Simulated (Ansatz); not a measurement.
# Decaying states in the gap of Ba2ScNbS6

A new crystal, Ba2ScNbS6: structure, gap and complex bands. It is built by putting S for O, Nb for Ta in the Ba2ScTaO6 structure of space group Fm-3m, with the volume rescaled by atomic radii. The parent structure comes from the Materials Project.

Calculated with Ansatz 0.2.0; PBE DFT, plane waves, PAW files, in the first sound run; inputs show where later runs differ.

The structure was built from a prototype and need not be the compound's stable phase.

### 1. Set-up

Symmetry: Fm-3m, No. 225, cubic system. Conventional cell: a = 9.014 Å, b = 9.014 Å, c = 9.014 Å, α = 90.00°, β = 90.00°, γ = 90.00°. Nearest to Ba lie 12 S at 3.19 Å. Nearest to Sc lie 6 S at 2.32 Å. Nearest to Nb lie 6 S at 2.19 Å. Nearest to S lie 1 Nb at 2.19 Å and 1 Sc at 2.32 Å and 4 Ba at 3.19 Å. It derives from Ba2ScTaO6. S for O, Nb for Ta in the Ba2ScTaO6 structure of space group Fm-3m. Farther neighbours and most contacts between anions are not listed.

Structure file:

```cif
data_structure
_symmetry_space_group_name_H-M 'Fm-3m'
_symmetry_Int_Tables_number 225
_cell_length_a 9.0142
_cell_length_b 9.0142
_cell_length_c 9.0142
_cell_angle_alpha 90.000
_cell_angle_beta 90.000
_cell_angle_gamma 90.000
_cell_volume 732.46
loop_
_atom_site_label
_atom_site_type_symbol
_atom_site_symmetry_multiplicity
_atom_site_Wyckoff_symbol
_atom_site_fract_x
_atom_site_fract_y
_atom_site_fract_z
_atom_site_occupancy
Ba1 Ba 8 c 0.25000 0.75000 0.75000 1
Sc1 Sc 4 b 0.50000 0.00000 0.00000 1
Nb1 Nb 4 a 0.00000 0.00000 0.00000 1
S1 S 24 e 0.24257 0.00000 0.00000 1
```

### 2. Cell and atoms at rest

The substituted atoms don't fit the parent's cell, so cell and atoms relax together. A small smearing keeps the run stable in case the gap closes on the way.

Input file input.yaml:

```yaml
crystal:
  lattice:
    - [0.0, 4.5071160071, 4.5071160071]
    - [4.5071160071, 0.0, 4.5071160071]
    - [4.5071160071, 4.5071160071, 0.0]
  atoms:
    - { symbol: Ba, position: [0.25, 0.25, 0.25] }
    - { symbol: Ba, position: [0.75, 0.75, 0.75] }
    - { symbol: Sc, position: [0.5, 0.5, 0.5] }
    - { symbol: Nb, position: [0.0, 0.0, 0.0] }
    - { symbol: S, position: [0.757434, 0.242566, 0.242566] }
    - { symbol: S, position: [0.242566, 0.757434, 0.757434] }
    - { symbol: S, position: [0.242566, 0.757434, 0.242566] }
    - { symbol: S, position: [0.757434, 0.242566, 0.757434] }
    - { symbol: S, position: [0.242566, 0.242566, 0.757434] }
    - { symbol: S, position: [0.757434, 0.757434, 0.242566] }
kpoints:
  mp_grid: { grid: [4, 4, 4] }
scf:
  occupations: { method: gaussian, width: 0.03 }
hamiltonian:
  xc: pbe
output:
  forces: true
  stress: true
relax:
  f_tol: 0.02
  max_steps: 60
  cell: {}
```

Launch:

```sh
ansatz run input.yaml --threads 2 --pin off --max-ram 4096MiB --backend cpu --events-out ev --progress --plain --runs-dir out
```

Numbers of over 12 decimals in the logs are rounded to 6 here.

Output:

```text
Engine: ansatz 0.2.0, x86_64-unknown-linux-gnu
Pseudopotentials: kind: paw
Pseudopotential: Ba, paw, valence charge 10, recommended cutoff 420 eV (normal), Ba.paw.azcp
Pseudopotential: Sc, paw, valence charge 11, recommended cutoff 420 eV (normal), Sc.paw.azcp
Pseudopotential: Nb, paw, valence charge 13, recommended cutoff 420 eV (normal), Nb.paw.azcp
Pseudopotential: S, paw, valence charge 6, recommended cutoff 420 eV (normal), S.paw.azcp
Functional definition: PBE
  parameter kappa = 0.804
  parameter beta = 0.066725
  exchange = pbe_x(kappa = kappa, mu = beta*pi^2/3)
  correlation = pbe_c(beta = beta)
Crystal: 10 atoms, lattice volume = 183.116 Å³
Basis set: ecut = 420 eV, 3527 PW (Γ), exchange–correlation on 90×90×90 points (8 copies of the dense FFT grid, shifted against one another)
Bands: 50, of which v1, the nominal top of the filled ones, is band 40 counted from 1 (39 counted from 0)
Symmetry: 48 space group operations
Space group: Fm-3m (ITA 225), of the structure as read, at distance tolerance 5.7e-5 Å
k-points: 8 of 64
Non-local potential: Ba, projectors of the file, l = 0: 3, l = 1: 2, l = 2: 2, l = 3: 2
Non-local potential: Sc, projectors of the file, l = 0: 3, l = 1: 2, l = 2: 3, l = 3: 1
Non-local potential: Nb, projectors of the file, l = 0: 3, l = 1: 2, l = 2: 2, l = 3: 1
Non-local potential: S, projectors of the file, l = 0: 2, l = 1: 2, l = 2: 2
PAW form: soft (Blöchl's): semilocal exchange-correlation on the pseudo side does not see the compensation charge
PAW one-centre angular grid: Ba, 194 points (default); XC on 64 Gauss nodes
PAW one-centre angular grid: Sc, 590 points (default); XC on 64 Gauss nodes
PAW one-centre angular grid: Nb, 590 points (default); XC on 64 Gauss nodes
PAW one-centre angular grid: S, 110 points (default); XC on 64 Gauss nodes
Initial density: superposition of atomic densities (neutral atoms: chi_scale 0, normalization atom), corrected by the library's trained network
Initial wavefunctions: pseudopotential atomic-orbital guess
Functional: x = pbe(κ = 0.804, μ = 0.219515), c = pbe(β = 0.066725)
SCF iter   1: F=—  HF=-24010.280985 eV  |F-HF|=—  |Δ(HF+E_count)|=         —  Δρ=2.40e-3  dr2=9.86e-3  ethr=1.77e-3  ⟨swp⟩=10.5  Hψ=1895  notcnv=0  defer=3
preconditioner: auto → Resta (q_TF=auto, 2.377 Å⁻¹)  ε∞=5.6  [insulator: Δε(μ)=0.077 eV  Ē_g=9.944 eV  σ=0.030 eV  W_gap=0.93  n_scr=50 (ndim 8)  ℏωp=21.3 eV  f_vac=0.000  D(μ)=0.99/eV (n_scr^D=0)  ε∞_Penn≈5.6]
SCF iter   2: F=—  HF=-24010.273946 eV  |F-HF|=—  |Δ(HF+E_count)|=   7.04e-3  Δρ=1.38e-3  dr2=4.27e-3  ethr=1.23e-5  ⟨swp⟩=2.2  Hψ=845  notcnv=0  defer=14
SCF iter   3: F=—  HF=-24010.273947 eV  |F-HF|=—  |Δ(HF+E_count)|=   9.35e-7  Δρ=2.75e-4  dr2=2.56e-4  ethr=5.34e-6  ⟨swp⟩=2.0  Hψ=637  notcnv=0  defer=14
SCF iter   4: F=—  HF=-24010.273918 eV  |F-HF|=—  |Δ(HF+E_count)|=   2.93e-5  Δρ=1.20e-4  dr2=3.26e-5  ethr=3.20e-7  ⟨swp⟩=2.0  Hψ=544  notcnv=0  defer=14
SCF iter   5: F=—  HF=-24010.274001 eV  |F-HF|=—  |Δ(HF+E_count)|=   8.33e-5  Δρ=2.57e-5  dr2=2.82e-6  ethr=4.07e-8  ⟨swp⟩=2.0  Hψ=540  notcnv=0  defer=14
SCF iter   6: F=—  HF=-24010.274001 eV  |F-HF|=—  |Δ(HF+E_count)|=   2.13e-7  Δρ=6.64e-6  dr2=1.46e-7  ethr=3.53e-9  ⟨swp⟩=2.0  Hψ=621  notcnv=0  defer=14
SCF iter   7: F=-24010.274001 eV  HF=-24010.274001 eV  |F-HF|=6.33e-10  |Δ(HF+E_count)|=   8.15e-9  Δρ=8.82e-7  dr2=2.54e-9  ethr=1.25e-10  ⟨swp⟩=4.2  Hψ=1390  notcnv=0
SCF 1 converged in 7 iterations: F = -24010.274001 eV  dr2 = 2.54e-9
  greatest PAW one-centre occupation: 0.999 electrons in one spin orbital (limit 2), on the Nb atom at site 3 (counted from 0), in its partial waves of l = 0
relax step   1: F+E_penalty+E_count = -24010.27400062 eV  Δ(F+E_penalty+E_count) = +0.000e0 eV  max|allowed force component| = 3.246e0 eV/Å  Δτ_max = 0.0000 Å  P = +37.402 GPa  Ω = 183.116 Å³  (7 SCF iters, dr2 threshold 1.00e-7 eV, accepted)
Crystal: 10 atoms, lattice volume = 211.353 Å³
Basis set: ecut = 420 eV, 4111 PW (Γ), exchange–correlation on 90×90×90 points (8 copies of the dense FFT grid, shifted against one another)
Initial density: handed on by an earlier stage of this run
Initial wavefunctions: those handed on with the density
iter 1 solved again at ethr=7.64e-4 eV; its pass at ethr=3.10e-3 eV (dr2=6.11e-1 eV) is discarded
SCF iter   1: F=—  HF=-24015.038829 eV  |F-HF|=—  |Δ(HF+E_count)|=         —  Δρ=1.20e-2  dr2=6.27e-1  ethr=7.64e-4  ⟨swp⟩=2.1  Hψ=2405  notcnv=0
preconditioner: auto → Resta (q_TF=auto, 2.320 Å⁻¹)  ε∞=5.3  [insulator: Δε(μ)=0.152 eV  Ē_g=9.570 eV  σ=0.030 eV  W_gap=1.00  n_scr=58 (ndim 8)  ℏωp=19.8 eV  f_vac=0.000  D(μ)=0.01/eV (n_scr^D=0)  ε∞_Penn≈5.3]
SCF iter   2: F=—  HF=-24014.932647 eV  |F-HF|=—  |Δ(HF+E_count)|=   1.06e-1  Δρ=5.14e-3  dr2=1.11e-1  ethr=7.64e-4  ⟨swp⟩=3.4  Hψ=729  notcnv=0
preconditioner: auto → Kerker (q_TF=auto, 2.320 Å⁻¹)  [metal: Δε(μ)=0.015 eV  Ē_g=9.467 eV  σ=0.030 eV  W_gap=0.28  n_scr=58 (ndim 8)  ℏωp=19.8 eV  f_vac=0.000  D(μ)=4.43/eV (n_scr^D=26)]
SCF iter   3: F=—  HF=-24014.921669 eV  |F-HF|=—  |Δ(HF+E_count)|=   1.10e-2  Δρ=3.09e-3  dr2=3.95e-2  ethr=1.39e-4  ⟨swp⟩=3.9  Hψ=809  notcnv=0
SCF iter   4: F=—  HF=-24014.922369 eV  |F-HF|=—  |Δ(HF+E_count)|=   7.00e-4  Δρ=2.39e-3  dr2=2.79e-2  ethr=4.94e-5  ⟨swp⟩=3.1  Hψ=696  notcnv=0  defer=6
SCF iter   5: F=—  HF=-24014.920935 eV  |F-HF|=—  |Δ(HF+E_count)|=   1.43e-3  Δρ=1.72e-3  dr2=1.48e-2  ethr=3.49e-5  ⟨swp⟩=1.6  Hψ=417  notcnv=0  defer=7
SCF iter   6: F=—  HF=-24014.919497 eV  |F-HF|=—  |Δ(HF+E_count)|=   1.44e-3  Δρ=7.55e-4  dr2=2.84e-3  ethr=1.85e-5  ⟨swp⟩=1.8  Hψ=400  notcnv=0  defer=7
SCF iter   7: F=—  HF=-24014.919175 eV  |F-HF|=—  |Δ(HF+E_count)|=   3.23e-4  Δρ=3.89e-5  dr2=8.58e-6  ethr=3.55e-6  ⟨swp⟩=2.0  Hψ=491  notcnv=0  defer=7
SCF iter   8: F=—  HF=-24014.919234 eV  |F-HF|=—  |Δ(HF+E_count)|=   5.90e-5  Δρ=1.78e-5  dr2=1.06e-6  ethr=1.07e-8  ⟨swp⟩=2.0  Hψ=708  notcnv=0  defer=7
SCF iter   9: F=-24014.919233 eV  HF=-24014.919233 eV  |F-HF|=4.40e-8  |Δ(HF+E_count)|=   1.06e-7  Δρ=3.84e-6  dr2=5.79e-8  ethr=1.25e-9  ⟨swp⟩=4.6  Hψ=1436  notcnv=0
SCF 2 converged in 9 iterations: F = -24014.919233 eV  dr2 = 5.79e-8
  greatest PAW one-centre occupation: 0.998 electrons in one spin orbital (limit 2), on the Nb atom at site 3 (counted from 0), in its partial waves of l = 0
relax step   2: F+E_penalty+E_count = -24014.91923344 eV  Δ(F+E_penalty+E_count) = -4.645e0 eV  max|allowed force component| = 2.518e-1 eV/Å  Δτ_max = 0.0584 Å  P = +12.799 GPa  Ω = 211.353 Å³  energy of the carried Pulay correction = -2.412e-3 eV  (9 SCF iters, dr2 threshold 1.00e-6 eV, accepted)
[...]
SCF iter   7: F=-24015.983333 eV  HF=-24015.983334 eV  |F-HF|=3.92e-7  |Δ(HF+E_count)|=   3.22e-7  Δρ=1.42e-5  dr2=6.68e-7  ethr=1.25e-9  ⟨swp⟩=5.9  Hψ=1841  notcnv=0
SCF 3 converged in 7 iterations: F = -24015.983333 eV  dr2 = 6.68e-7
relax step   3: F+E_penalty+E_count = -24015.98333333 eV  Δ(F+E_penalty+E_count) = -1.064e0 eV  max|allowed force component| = 1.396e-1 eV/Å  Δτ_max = 0.0279 Å  P = +3.115 GPa  Ω = 233.715 Å³  energy of the carried Pulay correction = -4.093e-3 eV  (7 SCF iters, dr2 threshold 1.00e-6 eV, accepted)
[...]
relax step   4: F+E_penalty+E_count = -24016.06763072 eV  Δ(F+E_penalty+E_count) = -8.430e-2 eV  max|allowed force component| = 3.769e-2 eV/Å  Δτ_max = 0.0016 Å  P = +0.528 GPa  Ω = 241.401 Å³  energy of the carried Pulay correction = -4.630e-3 eV  (6 SCF iters, dr2 threshold 1.00e-6 eV, accepted)
[...]
relax step   5: F+E_penalty+E_count = -24016.07031374 eV  Δ(F+E_penalty+E_count) = -2.683e-3 eV  max|allowed force component| = 5.428e-3 eV/Å  Δτ_max = 0.0002 Å  P = +0.030 GPa  Ω = 242.998 Å³  energy of the carried Pulay correction = -4.740e-3 eV  (6 SCF iters, dr2 threshold 6.96e-7 eV, accepted)
[...]
relax step   6: F+E_penalty+E_count = -24016.08277234 eV  Δ(F+E_penalty+E_count) = -1.246e-2 eV  max|allowed force component| = 4.343e-3 eV/Å  Δτ_max = 0.0000 Å  P = +0.117 GPa  Ω = 242.998 Å³  stress off target by 1.17e-1 GPa  SCF on the basis re-selected at this cell (its energy is not comparable with the rows above)  (6 SCF iters)
[...]
relax step   7: F+E_penalty+E_count = -24016.08289918 eV  Δ(F+E_penalty+E_count) = -1.268e-4 eV  max|allowed force component| = 2.509e-4 eV/Å  Δτ_max = 0.0001 Å  P = +0.003 GPa  Ω = 243.385 Å³  energy of the carried Pulay correction = -1.798e-5 eV  (6 SCF iters, dr2 threshold 3.45e-8 eV, accepted)
iter 1 solved again at ethr=1.53e-7 eV; its pass at ethr=3.10e-3 eV (dr2=1.22e-4 eV) is discarded
SCF iter   1: F=—  HF=-24016.083119 eV  |F-HF|=—  |Δ(HF+E_count)|=         —  Δρ=5.88e-6  dr2=3.64e-9  ethr=1.53e-7  ⟨swp⟩=4.1  Hψ=3121  notcnv=0
eigensolver tolerance schedule: the retry pair's looser diagonalisation over-reported the residual by 33598.04 of it (diagonalisation noise at an unbounded share of the residual, at the tolerance the schedule requests for it); recorded, not acted on — ethr = c·dr2/N_el stays at c = 1.0e-1
preconditioner: auto → Resta (q_TF=auto, 2.267 Å⁻¹)  ε∞=5.3  [insulator: Δε(μ)=0.116 eV  Ē_g=8.881 eV  σ=0.030 eV  W_gap=0.99  n_scr=58 (ndim 8)  ℏωp=18.4 eV  f_vac=0.000  D(μ)=0.12/eV (n_scr^D=0)  ε∞_Penn≈5.3]
SCF iter   2: F=—  HF=-24016.082927 eV  |F-HF|=—  |Δ(HF+E_count)|=   1.92e-4  Δρ=2.97e-6  dr2=9.90e-10  ethr=4.55e-12  ⟨swp⟩=3.4  Hψ=1063  notcnv=0
SCF iter   3: F=—  HF=-24016.082927 eV  |F-HF|=—  |Δ(HF+E_count)|=   2.73e-7  Δρ=1.10e-6  dr2=1.17e-10  ethr=1.24e-12  ⟨swp⟩=2.5  Hψ=737  notcnv=0
iter 4 did not close the SCF: its close was put off for the readings that it lacked (scf_convergence_deferred on its scf_iter line)
SCF iter   4: F=-24016.082927 eV  HF=-24016.082927 eV  |F-HF|=3.64e-12  |Δ(HF+E_count)|=   4.31e-8  Δρ=3.43e-8  dr2=3.37e-12  ethr=1.00e-12  ⟨swp⟩=1.0  Hψ=400  notcnv=0
iter 5 did not close the SCF: its close was put off for the readings that it lacked (scf_convergence_deferred on its scf_iter line)
SCF iter   5: F=-24016.082927 eV  HF=-24016.082927 eV  |F-HF|=0.00e0  |Δ(HF+E_count)|=  3.64e-12  Δρ=1.21e-8  dr2=3.88e-13  ethr=1.00e-12  ⟨swp⟩=1.0  Hψ=400  notcnv=0
iter 6 did not close the SCF: its close was put off for the readings that it lacked (scf_convergence_deferred on its scf_iter line)
SCF iter   6: F=-24016.082927 eV  HF=-24016.082927 eV  |F-HF|=3.64e-12  |Δ(HF+E_count)|=  7.28e-12  Δρ=2.75e-9  dr2=2.67e-14  ethr=1.00e-12  ⟨swp⟩=1.0  Hψ=400  notcnv=0
iter 7 did not close the SCF: its close was put off for the readings that it lacked (scf_convergence_deferred on its scf_iter line)
SCF iter   7: F=-24016.082927 eV  HF=-24016.082927 eV  |F-HF|=7.28e-12  |Δ(HF+E_count)|=  7.28e-12  Δρ=5.55e-10  dr2=8.89e-16  ethr=1.00e-12  ⟨swp⟩=1.0  Hψ=400  notcnv=0
SCF iter   8: F=-24016.082927 eV  HF=-24016.082927 eV  |F-HF|=1.46e-11  |Δ(HF+E_count)|=  7.28e-12  Δρ=2.12e-10  dr2=1.43e-16  ethr=1.00e-12  ⟨swp⟩=2.0  Hψ=853  notcnv=0
SCF 8 converged in 8 iterations: F = -24016.082927 eV  dr2 = 1.43e-16
relax step   8: F+E_penalty+E_count = -24016.08292717 eV  Δ(F+E_penalty+E_count) = -2.799e-5 eV  max|allowed force component| = 2.525e-4 eV/Å  Δτ_max = 0.0000 Å  P = +0.003 GPa  Ω = 243.385 Å³  stress off target by 3.06e-3 GPa  SCF on the basis re-selected at this cell (its energy is not comparable with the rows above)  (8 SCF iters)
basis re-selected at this cell: Δ(F+E_penalty+E_count) = -2.799e-5 eV, ΔP = -0.000 GPa vs the last step (what re-selecting the basis moved, of the pressure what is left beyond the Pulay correction that the steps carried, after the strain that the cell walked since its last selection, with what the two solves' SCF thresholds leave and, on support functions, any second-order correction that the steps lacked; it is no m [...]
SCF converged after 8 iterations
Free energy (F): -24016.082927 eV
Harris-Foulkes:  -24016.082927 eV  (|F-HF|=1.46e-11)
Internal energy: -24016.082873 eV  (E = F + TS)
E sigma→0 (E₀):  -24016.082900 eV
Entropy (-TS):   -0.000054 eV (-0.005 meV/atom)
Fermi energy:    7.909693 eV
--- Per-component energies (eV) ---
  E_band       = -432.469520
  E_kinetic    = 1634.718500
  E_local      = -3505.084921  (includes V_loc(G=0)·N_el)
  E_nonlocal   = 479.642440
  E_hartree    = 1211.746739
  E_xc         = -1203.383327
  E_vxc        = -1143.953952  (∫ρ·V_xc dr)
  E_paw        = -18079.827763  (= ΣΔE_a)
  E_vpaw       = -321.285086  (= ΣTr[D̂ρ^β])
  E_aug_tail   = 0.000022  (compensation charges beyond the density's cutoff)
  E_ewald      = -4553.894564
  E_smearing   = -0.000054  (= −TS)
  E_closure    = 0.000000  (closes the sum)
  Σ components = -24016.082927   (vs F -24016.082927, Δ=0.00e0)
--- Forces (eV/Å), atoms counted from 1 ---
  atom   1  Ba     0.00000000     0.00000000     0.00000000
  atom   2  Ba     0.00000000     0.00000000    -0.00000000
  atom   3  Sc     0.00000000    -0.00000000     0.00000000
  atom   4  Nb     0.00000000    -0.00000000     0.00000000
  atom   5  S     -0.00025250    -0.00000000     0.00000000
  atom   6  S      0.00025250     0.00000000    -0.00000000
  atom   7  S      0.00000000    -0.00025250     0.00000000
  atom   8  S     -0.00000000     0.00025250    -0.00000000
  atom   9  S     -0.00000000     0.00000000    -0.00025250
  atom  10  S      0.00000000     0.00000000     0.00025250
  max |Σ_I F_I| component: 1.84e-17 eV/Å
--- Stress (GPa, compression-positive) ---
        0.003057      -0.000000      -0.000000
       -0.000000       0.003057      -0.000000
       -0.000000      -0.000000       0.003057
  P = ⅓ Tr σ = 0.0031 GPa (0.031 kbar)
--- Relaxed structure (6 steps of the walk, 6 accepted, 2 SCFs on fresh bases) ---
  F+E_penalty+E_count = -24016.08292717 eV   max|allowed force component| = 2.525e-4 eV/Å   (the final SCF, on the basis selected at the relaxed cell)
  cell:  # Å, volume = 243.3853 Å³
    - [0, 4.955507, 4.955507]
    - [4.955507, 0, 4.955507]
    - [4.955507, 4.955507, 0]
  atoms:
    - { symbol: Ba, position: [0.25, 0.25, 0.25] }
    - { symbol: Ba, position: [0.750000, 0.750000, 0.750000] }
    - { symbol: Sc, position: [0.5, 0.5, 0.5] }
    - { symbol: Nb, position: [5.045607996789855e-19, 0, -4.2217125312830556e-19] }
    - { symbol: S, position: [0.754213, 0.245787, 0.245787] }
    - { symbol: S, position: [0.245787, 0.754213, 0.754213] }
    - { symbol: S, position: [0.245787, 0.754213, 0.245787] }
    - { symbol: S, position: [0.754213, 0.245787, 0.754213] }
    - { symbol: S, position: [0.245787, 0.245787, 0.754213] }
    - { symbol: S, position: [0.754213, 0.754213, 0.245787] }
```

Run time: 16 s. Hardware: 2 threads of Intel Xeon 6975P-C (Granite Rapids), shared host; peak memory 0.7 GiB; 30 s of CPU time.

Step by step:

```csv
step,energy less that of the first step (eV),largest force component (eV/Å),pressure (GPa),volume (Å³)
1,0.0000,3.2455,37.40,183.12
2,-4.6452,0.2518,12.80,211.35
3,-5.7093,0.1396,3.11,233.72
4,-5.7936,0.0377,0.53,241.40
5,-5.7963,0.0054,0.03,243.00
6*,-5.8088,0.0043,0.12,243.00
7,-5.8089,0.0003,0.00,243.39
8*,-5.8089,0.0003,0.00,243.39
```

Relaxation steps marked * repeat the geometry before them on a plane-wave basis chosen anew for their cell, so energy and pressure can jump there.

The run keeps the 48 symmetry operations that it works with, so distortions that break them were not tested.

```csv
"conventional cell, symmetrised",before,after,change
a (Å),9.014,9.911,+9.9 %
b (Å),9.014,9.911,+9.9 %
c (Å),9.014,9.911,+9.9 %
volume (Å³/atom),18.31,24.34,+32.9 %
```

The atoms that moved most (Å, as changes of fractional coordinates times the final cell):

```csv
atom,dx,dy,dz,length
S5,0.032,0.000,0.000,0.032
S7,0.000,0.032,0.000,0.032
S9,0.000,0.000,0.032,0.032
S8,0.000,-0.032,0.000,0.032
S10,0.000,0.000,-0.032,0.032
S6,-0.032,0.000,0.000,0.032
```

Numbers from this step:

| Property | Result |
| --- | --- |
| free energy | -24016.0829 eV |
| Fermi energy | 7.910 eV |
| pressure | 0.003057 GPa |

The largest force component on a free atom ends at 2.5e-4 eV/Å.

(Part 1 of 3 ends here.)

[Logs are printed without paths, hosts, clocks, repeated set-up lines and the standing remarks that a program may print on its own settings, such as how far it seeks lower states.]

[Hosts, paths, dates, database ids (printed as entryN), source tags and the programs' standing remarks are cut or masked in the printed files.]

[New means built here by substitution; the compound itself may be known and measured.]
